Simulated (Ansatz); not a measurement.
# Phonons of TaN (P-6m2) against volume, part 2 of 2

Aim: how do the optical modes of TaN (P-6m2) move with volume?

Ansatz 0.2.0; DFT PBEsol, scalar-relativistic, plane waves, PAW; PAW set soft_1.

So far. Step 3 (Tight relaxation): The forces vanish by symmetry and the pressure is -0.003 GPa, within the tolerances set. The cell now holds 10.63 Å³/atom.

## (4) Modes at rest

Phonons follow from the second derivative of the energy, found here by linear response.

The modes at rest are the reference of the series.

File input.yaml:

```yaml
crystal:
  lattice:
    - [2.9238313694, 0.0, 0.0]
    - [-1.4619156847, 2.5321122423, 0.0]
    - [0.0, 0.0, 2.8706066532]
  atoms:
    - { symbol: "N", position: [0.6666666667, 0.3333333333, 0.0] }
    - { symbol: Ta, position: [0.0, 0.0, 0.5] }
kpoints:
  mp_grid: { grid: [18, 18, 16] }
hamiltonian:
  xc: pbesol
  pseudopotentials: { kind: paw, azcp: { folder: soft_1 }, xc_functional: pbe }
scf:
  occupations: { method: methfessel_paxton, width: 0.2 }
output:
  eigenvalues: true
phonons:
  method: dfpt
```

Run with:

```bash
> ansatz run input.yaml --threads 4 --pin off --max-ram 10240MiB --backend cpu --events-out ev --progress --plain --runs-dir out
```

Numbers of over 12 decimals in the logs are rounded to 6 here.

The program printed:

```text
zone centre: on kpoints.mp_grid the ground state, and the responses unless they are solved on pairs of k-points, stand on 819 of the mesh's 5184 k-points, reduced under 4 symmetry operations, with k and −k counted as one. Each operation leaves every solved displacement unchanged or reverses it
[...]
Crystal: 2 atoms, lattice volume = 21.252 Å³
Basis set: ecut = 420 eV, 405 PW (Γ), exchange–correlation on 40×40×40 points (8 copies of the dense FFT grid, shifted against one another)
Bands: 13, of which v1, the nominal top of the filled ones, is band 9 counted from 1 (8 counted from 0)
Symmetry: 12 space group operations
k-points: 819 of 5184 (irreducible under 4 space group operations, time reversal used)
[...]
SCF iter   1: F=—  HF=-10188.581632 eV  |F-HF|=—  |Δ(HF+E_count)|=         —  Δρ=4.87e-2  dr2=2.79e-1  ethr=3.10e-3  ⟨swp⟩=5.0  Hψ=52994  notcnv=0
[...]
SCF iter   8: F=-10188.559898 eV  HF=-10188.559898 eV  |F-HF|=1.82e-12  |Δ(HF+E_count)|=  4.18e-11  S|Δr|=    0.00e0  Δρ=6.60e-8  dr2=2.77e-13  ethr=1.00e-12  ⟨swp⟩=5.9  Hψ=44523  notcnv=0
the search or the solves at the SCF's close seem to have found levels that the self-consistency loop had missed (the run counts 2). By its estimate they hold under 1e-12 electrons; where the run keeps them, the occupations were computed again with them
SCF 1 converged in 8 iterations: F = -10188.559898 eV  dr2 = 2.77e-13
[...]
DFPT response loops at Γ: preconditioner auto → Kerker (q_TF=auto, 2.654 Å⁻¹) (partly filled bands, converged f_vac=0.000); β = 1.00, the filter's whole step (`scf.mixing.beta` (0.50) is not read by the response loops under this deck's `scf.mixing.preconditioner`; to damp them name `kerker` or `kerker_dos`, under which they read `scf.mixing.beta`, and type it under 1.00, their step now; both keys bind the ground state too); Broyden in place of MSR1
SCF converged after 8 iterations
[...]
Free energy (F): -10188.559898 eV
[...]
Internal energy: -10188.560319 eV  (E = F + TS)
E sigma→0 (E₀):  -10188.560003 eV
Entropy (-TS):   0.000421 eV (0.210 meV/atom)
Fermi energy:    20.235641 eV
[...]
--- Band table (eV; the first three rows and the last of 819) ---
  k-point 0: bands = [... 5 lower, 15.6520, 15.6520, 15.9924, 17.3328, 22.5710, 23.9287, 23.9287, 24.3517]
  k-point 1: bands = [... 5 lower, 15.6761, 15.6849, 15.6849, 17.5964, 22.7151, 23.3018, 23.3018, 24.8322]
  k-point 2: bands = [... 5 lower, 14.9805, 15.7792, 15.7792, 18.1839, 22.4795, 22.4795, 23.1052, 25.2091]
  k-point 818: bands = [... 5 lower, 12.5842, 13.3619, 16.0991, 19.2324, 24.4460, 25.4107, 26.4499, 27.5337]
--- Phonons (Γ-DFPT): 4 representative perturbations + reference, on 819 of 5184 k-points (Σ response iterations 12) ---
  k mesh reduced under 4 symmetry operations, with k and −k counted as one. Each operation leaves every solved displacement unchanged or reverses it
  ASR residual: 1.470e-5 → 0.000e0 eV/Å²; symmetrization residual: 1.485e-6 eV/Å²
  ASR residual per site (eV/Å²): 1.17e-5 1.47e-5
  Γ frequencies (cm⁻¹): 0.00 0.00 0.00 532.16 532.16 554.26
  non-analytic LO–TO correction: not included (Born effective charges unavailable; polar crystals: no LO–TO splitting at Γ)
```

It took 81 s on 4 threads of Intel Xeon at 2.50GHz (Skylake/Cascade Lake), shared host; peak memory 0.93 GiB.

This step gave:

| Item | Value |
| --- | --- |
| sum-rule residual before enforcement | 1.47e-5 eV/Å² |
| point group | -6m2 |
| highest optical mode at the zone centre (no LO-TO term) | 554.3 cm⁻¹ |
| lowest optical zone-centre mode | 532.2 cm⁻¹ |

Patterns of degenerate modes are one choice out of their space. Modes at Γ, with each element's share of the kinetic energy:

| mode | frequency (cm⁻¹) | symmetry | N % | Ta % |
| --- | --- | --- | --- | --- |
| 1 | 0.0 | acoustic | 7 | 93 |
| 2 | 0.0 | acoustic | 7 | 93 |
| 3 | 0.0 | acoustic | 7 | 93 |
| 4 | 532.2 | E' | 93 | 7 |
| 5 | 532.2 | E' | 93 | 7 |
| 6 | 554.3 | A2'' | 93 | 7 |

Displacements in mode 4 (532.2 cm⁻¹), the largest set to 1:
```
N1   1.00  0.00  0.00
Ta2 -0.08  0.00  0.00
```

Displacements in mode 6 (554.3 cm⁻¹), the largest set to 1:
```
N1   0.00  0.00  1.00
Ta2  0.00  0.00 -0.08
```

Before it was imposed, the acoustic sum rule was missed by 1.5e-5 eV/Å². Small misses are needed for a sound result but don't prove that mesh and cutoff are converged. The lowest optical mode is real, 532 cm⁻¹.

## (5) Relaxation of a member: 1.06 times the volume at rest

The cell is set to 1.06 times the volume at rest, and shape and atoms relax at that volume.

input.yaml, the sections that differ from step 4:

```yaml
crystal:
  lattice:
    - [2.983668861, 0.0, 0.0]
    - [-1.4918344305, 2.5839330301, 0.0]
    - [0.0, 0.0, 2.9220184331]
  atoms:
    - { symbol: "N", position: [0.6666666667, 0.3333333333, 0.0] }
    - { symbol: Ta, position: [0.0, 0.0, 0.5] }
output:
  forces: true
  stress: true
  eigenvalues: true
relax:
  adjacent_minimum: "off"
  f_tol: 0.001
  max_steps: 60
  cell: { stress_tol: 0.01, fix: [volume] }
# kpoints, hamiltonian, scf: as in step 4
# phonons: removed
```

The program printed:

```text
[...]
Crystal: 2 atoms, lattice volume = 22.528 Å³
Basis set: ecut = 420 eV, 405 PW (Γ), exchange–correlation on 40×40×40 points (8 copies of the dense FFT grid, shifted against one another)
Bands: 13, of which v1, the nominal top of the filled ones, is band 9 counted from 1 (8 counted from 0)
Symmetry: 12 space group operations
[...]
k-points: 333 of 5184 (time reversal used)
[...]
k-point 332: bands = [... 5 lower, 11.1171, 12.6013, 15.1547, 18.6273, 23.0772, 23.7446, 25.3509, 26.1688]
--- Relaxed structure (3 steps of the walk, 2 accepted, 1 SCFs on fresh bases) ---
[...]
cell:  # Å, volume = 22.5276 Å³
    - [2.984865, 0.0, 0.0]
    - [-1.492433, 2.584969, 0.0]
    - [0.0, 0.0, 2.919677]
  atoms:
    - { symbol: N, position: [0.666667, 0.333333, 0.0] }
    - { symbol: Ta, position: [-3.700743415524894e-17, 0.0, 0.5] }
[key lines of the parts left out:]
SCF converged after 5 iterations
Free energy (F): -10188.481941 eV
Fermi energy:    18.975656 eV
P = ⅓ Tr σ = -18.5950 GPa (-185.950 kbar)
```

It took 30 s on 4 threads; peak memory 0.47 GiB; 92 s of CPU time.

Little changed from the start: no atom moved by 0.005 Å and no cell edge by 0.1 %.

Numbers from this step:

| Quantity | Value |
| --- | --- |
| pressure | -18.60 GPa |
| volume per atom | 11.26 Å³ |

The forces vanish by symmetry, at a pressure of -18.60 GPa.

## (6) Zone-centre modes of the member: 1.06 times the volume at rest

The zone-centre modes follow for 1.06 times the volume at rest.

input.yaml, the sections that differ from step 5:

```yaml
crystal:
  lattice:
    - [2.9848650731, 0.0, 0.0]
    - [-1.4924325366, 2.5849689802, 0.0]
    - [0.0, 0.0, 2.9196768509]
  atoms:
    - { symbol: "N", position: [0.6666666667, 0.3333333333, 0.0] }
    - { symbol: Ta, position: [0.0, 0.0, 0.5] }
output:
  eigenvalues: true
phonons:
  method: dfpt
# kpoints, hamiltonian, scf: as in step 5
# relax: removed
```

The program printed:

```text
[...]
Crystal: 2 atoms, lattice volume = 22.528 Å³
Basis set: ecut = 420 eV, 405 PW (Γ), exchange–correlation on 40×40×40 points (8 copies of the dense FFT grid, shifted against one another)
Bands: 13, of which v1, the nominal top of the filled ones, is band 9 counted from 1 (8 counted from 0)
Symmetry: 12 space group operations
k-points: 819 of 5184 (irreducible under 4 space group operations, time reversal used)
[...]
SCF iter   1: F=—  HF=-10188.499427 eV  |F-HF|=—  |Δ(HF+E_count)|=         —  Δρ=4.71e-2  dr2=2.63e-1  ethr=3.10e-3  ⟨swp⟩=5.0  Hψ=53059  notcnv=0
[...]
SCF iter   8: F=-10188.481941 eV  HF=-10188.481941 eV  |F-HF|=5.46e-12  |Δ(HF+E_count)|=  4.73e-11  S|Δr|=    0.00e0  Δρ=8.04e-8  dr2=1.16e-12  ethr=1.00e-12  ⟨swp⟩=6.3  Hψ=47528  notcnv=0
[...]
SCF 1 converged in 8 iterations: F = -10188.481941 eV  dr2 = 1.16e-12
[...]
SCF converged after 8 iterations
[...]
Free energy (F): -10188.481941 eV
[...]
Internal energy: -10188.482244 eV  (E = F + TS)
E sigma→0 (E₀):  -10188.482017 eV
Entropy (-TS):   0.000303 eV (0.151 meV/atom)
Fermi energy:    18.975656 eV
[...]
--- Band table (eV; the first three rows and the last of 819) ---
  k-point 0: bands = [... 5 lower, 14.6002, 14.6002, 14.9884, 16.1517, 20.8343, 22.4074, 22.4074, 22.7508]
  k-point 1: bands = [... 5 lower, 14.6312, 14.6312, 14.6413, 16.4360, 20.9879, 21.8091, 21.8091, 23.2144]
  k-point 2: bands = [... 5 lower, 13.9216, 14.7201, 14.7201, 17.0228, 21.0441, 21.0441, 21.3985, 23.5717]
  k-point 818: bands = [... 5 lower, 11.7404, 12.3256, 14.9139, 17.9658, 22.7391, 23.7619, 24.6547, 25.7425]
[...]
ASR residual: 5.497e-5 → 0.000e0 eV/Å²; symmetrization residual: 2.839e-6 eV/Å²
  ASR residual per site (eV/Å²): 3.62e-5 5.50e-5
  Γ frequencies (cm⁻¹): 0.00 0.00 0.00 479.74 479.74 482.35
[...]
```

Wall time 72 s (4 threads); peak memory 0.97 GiB.

Numbers from this step:

| Item | Value |
| --- | --- |
| sum-rule residual before enforcement | 5.50e-5 eV/Å² |
| highest optical mode at the zone centre (no LO-TO term) | 482.4 cm⁻¹ |
| lowest optical zone-centre mode | 479.7 cm⁻¹ |

Patterns of degenerate modes are one choice out of their space. Modes at Γ, with each element's share of the kinetic energy:

| mode | frequency (cm⁻¹) | symmetry | N % | Ta % |
| --- | --- | --- | --- | --- |
| 1 | 0.0 | acoustic | 7 | 93 |
| 2 | 0.0 | acoustic | 7 | 93 |
| 3 | 0.0 | acoustic | 7 | 93 |
| 4 | 479.7 | E' | 93 | 7 |
| 5 | 479.7 | E' | 93 | 7 |
| 6 | 482.4 | A2'' | 93 | 7 |

The lowest optical mode is real, 480 cm⁻¹, and the highest lies at 482.4 cm⁻¹.

Between step 4 and this run (volume ratio 1.06) the value for the highest optical mode at the zone centre (no LO-TO term) moves from 554 cm⁻¹ to 482 cm⁻¹ (-13 %).

## (7) A member of the series: 0.9 times the volume at rest

The cell is set to 0.9 times the volume at rest, and shape and atoms relax at that volume.

input.yaml, the sections that differ from step 6:

```yaml
crystal:
  lattice:
    - [2.8177538951, 0.0, 0.0]
    - [-1.4088769475, 2.4402464548, 0.0]
    - [0.0, 0.0, 2.781728381]
  atoms:
    - { symbol: "N", position: [0.6666666667, 0.3333333333, 0.0] }
    - { symbol: Ta, position: [0.0, 0.0, 0.5] }
output:
  forces: true
  stress: true
  eigenvalues: true
relax:
  adjacent_minimum: "off"
  f_tol: 0.001
  max_steps: 60
  cell: { stress_tol: 0.01, fix: [volume] }
# kpoints, hamiltonian, scf: as in step 6
# phonons: removed
```

The program printed:

```text
[...]
Crystal: 2 atoms, lattice volume = 19.127 Å³
Basis set: ecut = 420 eV, 393 PW (Γ), exchange–correlation on 40×40×40 points (8 copies of the dense FFT grid, shifted against one another)
Bands: 13, of which v1, the nominal top of the filled ones, is band 9 counted from 1 (8 counted from 0)
Symmetry: 12 space group operations
[...]
k-points: 333 of 5184 (time reversal used)
[...]
k-point 332: bands = [... 5 lower, 13.4220, 15.7824, 18.8106, 22.4721, 28.3635, 28.7010, 30.6085, 31.4697]
--- Relaxed structure (3 steps of the walk, 2 accepted, 1 SCFs on fresh bases) ---
[...]
cell:  # Å, volume = 19.1272 Å³
    - [2.816387, -2.885351797825505e-11, 0.0]
    - [-1.408193, 2.439062, 0.0]
    - [0.0, 0.0, 2.784430]
  atoms:
    - { symbol: N, position: [0.666667, 0.333333, 0.0] }
    - { symbol: Ta, position: [-3.700743415524894e-17, 0, 0.5] }
[key lines of the parts left out:]
SCF converged after 4 iterations
Free energy (F): -10188.270714 eV
Fermi energy:    22.678919 eV
P = ⅓ Tr σ = 47.8093 GPa (478.093 kbar)
```

The job ended after 36 s (4 threads; peak memory 0.46 GiB; 83 s of CPU time).

Little changed from the start: no atom moved by 0.005 Å and no cell edge by 0.1 %.

Numbers from this step:

* pressure: 47.81 GPa
* volume per atom: 9.564 Å³

The forces vanish by symmetry, at a pressure of 47.81 GPa.

## (8) Modes of this member: 0.9 times the volume at rest

The zone-centre modes follow for 0.9 times the volume at rest.

input.yaml, the sections that differ from step 7:

```yaml
crystal:
  lattice:
    - [2.8163867811, 0.0, 0.0]
    - [-1.4081933905, 2.4390624993, 0.0]
    - [0.0, 0.0, 2.7844296172]
  atoms:
    - { symbol: "N", position: [0.6666666667, 0.3333333333, 0.0] }
    - { symbol: Ta, position: [0.0, 0.0, 0.5] }
output:
  eigenvalues: true
phonons:
  method: dfpt
# kpoints, hamiltonian, scf: as in step 7
# relax: removed
```

The program printed:

```text
[...]
Crystal: 2 atoms, lattice volume = 19.127 Å³
Basis set: ecut = 420 eV, 393 PW (Γ), exchange–correlation on 40×40×40 points (8 copies of the dense FFT grid, shifted against one another)
Bands: 13, of which v1, the nominal top of the filled ones, is band 9 counted from 1 (8 counted from 0)
Symmetry: 12 space group operations
k-points: 819 of 5184 (irreducible under 4 space group operations, time reversal used)
[...]
k-point 2: bands = [... 5 lower, 17.0398, 17.8349, 17.8349, 20.4390, 25.2469, 25.2469, 26.3812, 28.3735]
  k-point 818: bands = [... 5 lower, 14.2145, 15.4232, 18.4487, 21.7092, 27.7574, 28.5921, 29.9410, 30.9950]
[...]
ASR residual: 5.455e-5 → 0.000e0 eV/Å²; symmetrization residual: 2.216e-6 eV/Å²
  ASR residual per site (eV/Å²): 4.08e-5 5.45e-5
  Γ frequencies (cm⁻¹): 0.00 0.00 0.00 624.97 624.97 687.80
[...]
[key lines of the parts left out:]
SCF converged after 8 iterations
Free energy (F): -10188.270714 eV
Fermi energy:    22.678918 eV
```

Wall time 75 s (4 threads); peak memory 0.89 GiB; 3.1 min of CPU time.

Numbers from this step:

| Property | Result |
| --- | --- |
| sum-rule residual before enforcement | 5.45e-5 eV/Å² |
| highest optical mode at the zone centre (no LO-TO term) | 687.8 cm⁻¹ |
| lowest optical zone-centre mode | 625.0 cm⁻¹ |

Patterns of degenerate modes are one choice out of their space. The modes at Γ (shares of kinetic energy by element, %):

| mode | frequency (cm⁻¹) | symmetry | N % | Ta % |
| --- | --- | --- | --- | --- |
| 1 | 0.0 | acoustic | 7 | 93 |
| 2 | 0.0 | acoustic | 7 | 93 |
| 3 | 0.0 | acoustic | 7 | 93 |
| 4 | 625.0 | E' | 93 | 7 |
| 5 | 625.0 | E' | 93 | 7 |
| 6 | 687.8 | A2'' | 93 | 7 |

Displacements in mode 4 (625.0 cm⁻¹), the largest set to 1:
```
N1   1.00  0.00  0.00
Ta2 -0.08  0.00  0.00
```

Displacements in mode 6 (687.8 cm⁻¹), the largest set to 1:
```
N1   0.00  0.00  1.00
Ta2  0.00  0.00 -0.08
```

The lowest optical mode is real, 625 cm⁻¹, and the highest lies at 687.8 cm⁻¹.

Between step 4 and this run (volume ratio 0.9) the value for the highest optical mode at the zone centre (no LO-TO term) moves from 554 cm⁻¹ to 688 cm⁻¹ (+24 %).

## (9) All members side by side

The members are set side by side, also those not shown above.

Each row is one cell with its response, relaxed at fixed volume as far as symmetry leaves anything free; energies are extrapolated to zero smearing, and E0 is that at rest; shape and atoms are relaxed in each cell where symmetry leaves them free; all runs use 18×18×16 k points and Methfessel-Paxton smearing of 0.2 eV. State of the crystal along the series:

| volume ratio | V (Å³/atom) | pressure (GPa) | E - E0 (meV/atom) | first cell vector (Å) | third cell vector (Å) |
| --- | --- | --- | --- | --- | --- |
| 0.9 | 9.564 | 47.81 | 144.6 | 2.816 | 2.784 |
| 0.92 | 9.776 | 36.12 | 89.01 | 2.838 | 2.802 |
| 0.94 | 9.989 | 25.61 | 48.2 | 2.86 | 2.82 |
| 0.96 | 10.2 | 16.15 | 20.62 | 2.882 | 2.837 |
| 0.98 | 10.41 | 7.643 | 4.965 | 2.903 | 2.854 |
| 0.99 | 10.52 | 3.718 | 1.213 | 2.913 | 2.862 |
| 1 | 10.63 | -0.003181 | 0 | 2.924 | 2.871 |
| 1.02 | 10.84 | -6.874 | 4.644 | 2.944 | 2.887 |
| 1.04 | 11.05 | -13.05 | 17.94 | 2.965 | 2.904 |
| 1.06 | 11.26 | -18.59 | 38.99 | 2.985 | 2.92 |

Each mode is tracked from rest by its pattern, and modes that stay within 0.3 cm⁻¹ of each other stand once; shape and atoms are relaxed in each cell where symmetry leaves them free; all runs use 18×18×16 k points and Methfessel-Paxton smearing of 0.2 eV. Optical modes along the series:

| V (Å³/atom) | mode 4 E' (cm⁻¹) | mode 6 A2'' (cm⁻¹) |
| --- | --- | --- |
| 9.564 | 625 | 687.8 |
| 9.776 | 606.4 | 659.5 |
| 9.989 | 588.1 | 632 |
| 10.2 | 569.5 | 605.3 |
| 10.41 | 550.7 | 579.5 |
| 10.52 | 541.4 | 566.8 |
| 10.63 | 532.2 | 554.3 |
| 10.84 | 514.1 | 529.7 |
| 11.05 | 496.7 | 505.8 |
| 11.26 | 479.7 | 482.4 |

From cubic fits (parabolas where under five rows exist) of ln ω and P against ln V through the rows within about 4 % of rest: γ = −d ln ω / d ln V and dω/dP = γ ω / B. Slopes at rest:

| mode | fitted frequency at rest (cm⁻¹) | Grüneisen parameter γ | dω/dP (cm⁻¹/GPa) |
| --- | --- | --- | --- |
| mode 4 E' | 532.2 | 1.72 | 2.52 |
| mode 6 A2'' | 554.3 | 2.24 | 3.43 |

## (10) Outcome

* members: 10
* highest optical mode at the zone centre (no LO-TO term), at rest: 554.3 cm⁻¹
* bulk modulus at rest: 362 GPa
* mode 4 E', γ: 1.72
* mode 6 A2'', γ: 2.24

What this shows: The series spans -18.6 to 47.8 GPa, and the slope at rest gives a bulk modulus of 362 GPa. Among the modes in the table of slopes γ runs from 1.72 (mode 4 E') to 2.24 (mode 6 A2''). One k mesh and one cutoff serve the ground states and modes of all volumes. These are harmonic frequencies at zero temperature: anharmonic shifts, linewidths and thermal expansion are left out. Spin-orbit coupling is left out, which can matter for the heavy elements here. With no gap, or one that is small against the smearing, the frequencies hang on the k mesh and the smearing, most of all near Kohn anomalies. The PAW files were made for PBE; the program adapts parts of them to the functional of the run, but their partial waves stay those of PBE, an approximation that was not tested in this session. Only the zone centre was solved, so an instability at another wavevector cannot show here.

[Logs are printed without paths, hosts, clocks, repeated set-up lines and the standing remarks that a program may print on its own settings, such as how far it seeks lower states.]

[Hosts, paths, dates, database ids (printed as entryN), source tags and the programs' standing remarks are cut or masked in the printed files.]
